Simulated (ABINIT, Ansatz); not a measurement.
# How the form of the self-energy moves the gap of WSe2 (P6_3/mmc)

Wanted: the gap of WSe2 (P6_3/mmc) under several approximations, with cost.

Main program and level: ABINIT 10.8.3; PBE and many-body steps on it, plane waves.

This is a report of a sequence of runs, with most program output left out.

The database entry behind the starting cell differs from later determinations by our own check (a about 0.2 % long), so it need not match the best structure at ambient conditions.

## (1) Set-up

It takes space group P6_3/mmc (No. 194, hexagonal). The conventional cell has a = 3.290 Å, b = 3.290 Å, c = 12.970 Å, α = 90.00°, β = 90.00°, γ = 120.00°. W has 6 Se at 2.53 Å nearest. Nearest to Se lie 3 W at 2.53 Å. Farther neighbours and most contacts between anions are not listed.

The cell and positions come from the Crystallography Open Database and are kept as given unless a step says otherwise. Spin-orbit coupling is left out unless a step names it.

## (2) Empty states on the mesh, 6×6×1 mesh, 466 bands

This step: ABINIT 10.8.3; DFT, PBE, plane waves, norm-conserving pseudopotentials.

The sums over transitions need many empty states on a uniform mesh; this step solves for them.

Input file run.abi:

```
acell 3*1.0 Angstrom
rprim 
  3.290000000028 -0.000000000007 0.000000000000
  -1.645000000008 2.849223578479 0.000000000000
  0.000000000000 0.000000000000 12.970000000000
ntypat 2
znucl 74 34
natom 6
typat 1 1 2 2 2 2
xred 
  0.333333333333 0.666666666667 0.250000000000
  0.666666666667 0.333333333333 0.750000000000
  0.333333333333 0.666666666667 0.621000000000
  0.666666666667 0.333333333333 0.121000000000
  0.333333333333 0.666666666667 0.879000000000
  0.666666666667 0.333333333333 0.379000000000
pp_dirpath "pseudos"
pseudos "W.upf, Se.upf"
ecut 58
ngkpt 6 6 1
nshiftk 1
shiftk 0 0 0
kptopt 1
chksymbreak 0
iscf -2
irdden 1
istwfk *1
nband 466
nbdbuf 42
tolwfr 1e-09
nstep 60
prtvol 0
indata_prefix "in"
outdata_prefix "out"
tmpdata_prefix "tmp"
```

The run is started by

```
> OMP_NUM_THREADS=2 mpirun -n 7 abinit run.abi > log
```

The job ended after 7.2 min (7 MPI ranks of Arm Neoverse V2, shared host; peak memory 1.8 GiB).

This step gave:

```yaml
gap: 0.9782 eV
k_of_the_valence_top: 0, 0, 0
k_of_the_conduction_bottom: 0.1667, 0.1667, 0
least_direct_gap: 1.524 eV
k_points_computed: 7
lowest_point_of_the_top_converged_band_above_the_valence_top: 106.7282 eV
```

On this mesh the gap is 0.978 eV.

The density comes from a self-consistent run that is not shown.

## (3) Screening, 6×6×1 mesh, 210 bands, screening to 141.5 eV

The RPA dielectric matrix is built and inverted for each q.

This step: RPA screening on PBE, plane waves, norm-conserving pseudopotentials.

Changes to run.abi since step 2:

```diff
@@ -24,10 +24,11 @@
 chksymbreak 0
-iscf -2
-irdden 1
 istwfk *1
-nband 466
-nbdbuf 42
-tolwfr 1e-09
-nstep 60
-prtvol 0
+occopt 1
+irdwfk 1
+optdriver 3
+nband 210
+ecuteps 5.2
+inclvkb 2
+awtr 1
+symchi 1
 indata_prefix "in"
```

The run is started by

```
> OMP_NUM_THREADS=1 mpirun -n 16 abinit run.abi > log
```

The job ended after 3.3 min (16 MPI ranks; peak memory 15 GiB).

Numbers from this step:

```yaml
eps_infinity_with_local_fields_on_this_mesh_along_the_program_s_q_direction: 14.96
the_same_without_local_fields: 16.59
plasma_frequency: 37.50 eV
plane_waves_in_the_screening_matrix: 463
```

Local fields lower ε∞ by 10 %. On a Γ-centred mesh this coarse the value itself is usually too large, while a short band sum pulls it down.

## (4) G0W0, Godby-Needs plasmon pole

The self-energy is evaluated for the states that the input lists, and the levels follow from it, in one-shot runs by the linearised quasiparticle equation.

This step: G0W0 on PBE, plane waves, norm-conserving pseudopotentials.

Changes to run.abi since step 3:

```diff
@@ -27,8 +27,19 @@
 irdwfk 1
-optdriver 3
+optdriver 4
 nband 210
+gwcalctyp 0
+ecutsigx 58
+symsigma 1
+nkptgw 3
+kptgw 
+  0.0000000000 0.0000000000 0.0000000000
+  0.1666666667 0.1666666667 0.0000000000
+  0.3333333333 0.3333333333 0.0000000000
+bdgw 
+  61 64
+  61 64
+  61 64
 ecuteps 5.2
-inclvkb 2
-awtr 1
-symchi 1
+irdscr 1
+ppmodel 1
 indata_prefix "in"
```

The job ended after 29 s (16 MPI ranks; peak memory 8.2 GiB; 7.6 min of CPU time).

This step gave:

```yaml
g0w0_gap_on_the_points_computed: 1.211 eV
starting_gap_on_the_mesh: 0.9782 eV
k_of_the_valence_top: 0, 0, 0
k_of_the_conduction_bottom: 0.1667, 0.1667, 0
z_at_the_valence_top: 0.797
z_at_the_conduction_bottom: 0.805
least_direct_g0w0_gap_on_the_computed_points: 2.034 eV
```

The gap on the mesh goes from 0.98 eV to 1.21 eV, a correction of +0.23 eV.

## (5) G0W0, von der Linden-Horsch plasmon pole

Changes to run.abi since step 4:

```diff
@@ -43,3 +43,3 @@
 irdscr 1
-ppmodel 1
+ppmodel 3
 indata_prefix "in"
```

The job ended after 20 s (16 MPI ranks; peak memory 7.4 GiB; 5.2 min of CPU time).

This step gave:

```yaml
g0w0_gap_on_the_points_computed: 1.218 eV
starting_gap_on_the_mesh: 0.9782 eV
k_of_the_valence_top: 0, 0, 0
k_of_the_conduction_bottom: 0.1667, 0.1667, 0
z_at_the_valence_top: 0.86
z_at_the_conduction_bottom: 0.868
least_direct_g0w0_gap_on_the_computed_points: 2.16 eV
```

Against G0W0 in ABINIT (6×6×1 mesh, 210 bands, screening to 141.5 eV, Godby-Needs plasmon pole), the gap moves by +0.007 eV.

## (6) G0W0, Engel-Farid plasmon pole

Changes to run.abi since step 5:

```diff
@@ -43,3 +43,3 @@
 irdscr 1
-ppmodel 3
+ppmodel 4
 indata_prefix "in"
```

Run time: 20 s. Hardware: 16 MPI ranks; peak memory 7.4 GiB; 5.2 min of CPU time.

This step gave:

- G0W0 gap on the points computed: 1.227 eV
- starting gap on the mesh: 0.9782 eV
- k of the valence top: 0, 0, 0
- k of the conduction bottom: 0.1667, 0.1667, 0
- least direct G0W0 gap on the computed points: 2.067 eV

Against G0W0 in ABINIT (6×6×1 mesh, 210 bands, screening to 141.5 eV, Godby-Needs plasmon pole), the gap moves by +0.016 eV.

## (7) One-shot Hartree-Fock

This step: one-shot Hartree-Fock on PBE, plane waves, norm-conserving pseudopotentials.

Changes to run.abi since step 6:

```diff
@@ -28,4 +28,4 @@
 optdriver 4
-nband 210
-gwcalctyp 0
+nband 66
+gwcalctyp 5
 ecutsigx 58
@@ -41,5 +41,4 @@
   61 64
-ecuteps 5.2
-irdscr 1
-ppmodel 4
+ixc_sigma 40
+fftgw 31
 indata_prefix "in"
```

Elapsed: 9.5 s, on 16 MPI ranks; peak memory 6.5 GiB; 2.5 min of CPU time.

Numbers from this step:

| Item | Value |
| --- | --- |
| quasiparticle gap on the points computed | 5.341 eV |
| starting gap on the mesh | 0.9782 eV |
| k of the valence top | 0, 0, 0 |
| k of the conduction bottom | 0.1667, 0.1667, 0 |
| least direct quasiparticle gap on the computed points | 6.241 eV |

Against G0W0 in ABINIT (6×6×1 mesh, 210 bands, screening to 141.5 eV, Godby-Needs plasmon pole), the gap moves by +4.130 eV.

## (8) The runs together

Times are wall times on 16 MPI ranks of Arm Neoverse V2, shared host, good to a factor of about two. A run's time includes the screening step that it read.

| run | mesh | bands | screening cutoff (eV) | DFT gap (eV) | gap on the mesh (eV) | direct (eV) | ε∞ used | time |
| --- | --- | --- | --- | --- | --- | --- | --- | --- |
| G0W0, Godby-Needs plasmon pole | 6×6×1 | 210 | 141.5 | 0.978 | 1.211 | 2.034 | 14.96 | 3.7 min |
| G0W0, von der Linden-Horsch plasmon pole | 6×6×1 | 210 | 141.5 | 0.978 | 1.218 | 2.160 | 14.96 | 3.6 min |
| G0W0, Engel-Farid plasmon pole | 6×6×1 | 210 | 141.5 | 0.978 | 1.227 | 2.067 | 14.96 | 3.6 min |
| one-shot Hartree-Fock | 6×6×1 | - | - | 0.978 | 5.341 | 6.241 | - | 9.5 s |

## (9) Outcome

* G0W0, Godby-Needs plasmon pole: 1.211 eV
* G0W0, von der Linden-Horsch plasmon pole: 1.218 eV
* G0W0, Engel-Farid plasmon pole: 1.227 eV
* one-shot Hartree-Fock: 5.341 eV
* known limits: not at the basis limit; no spin-orbit coupling; coarse k mesh

**Reading.** G0W0, von der Linden-Horsch plasmon pole: +0.007 eV against G0W0, Godby-Needs plasmon pole. G0W0, Engel-Farid plasmon pole: +0.016 eV against G0W0, Godby-Needs plasmon pole. One-shot Hartree-Fock: +4.130 eV against G0W0, Godby-Needs plasmon pole. Bare exchange alone opens the gap to 5.34 eV; against G0W0, correlation takes back 4.13 eV. Bands and cutoff are finite, so the gap is not at the basis limit. The miss can reach some tenths of an eV and take either sign; the mesh is an error of its own. In the G0W0 runs levels were corrected at 3 k points alone, so a gap called «on the mesh» is the least over those, and an edge elsewhere would be missed. The 6×6×1 mesh is coarse for this cell, which bears on the long-range parts of exchange and screening. The many-body steps are scalar-relativistic: spin-orbit coupling is not in them.

[Paths, hosts, dates, memory and timing lines, banners, echoed tables and standing remarks are left out of the program output.]

[Logs are printed without paths, hosts, clocks, repeated set-up lines and the standing remarks that a program may print on its own settings, such as how far it seeks lower states.]

[Runs of the session that timed out or met a known fault of the program may be left out.]

[Hosts, paths, dates, database ids (printed as entryN), source tags and the programs' standing remarks are cut or masked in the printed files.]

[G0W0 gaps are taken among the corrected bands and points alone; a level outside them can change the order at an edge.]

[Where Ansatz stands beside ABINIT at settings called matched, ABINIT's density can come from a denser mesh and the files from another edition; pairs whose starting gaps differed by over 0.03 eV were left out, so agreement reads better than it is.]
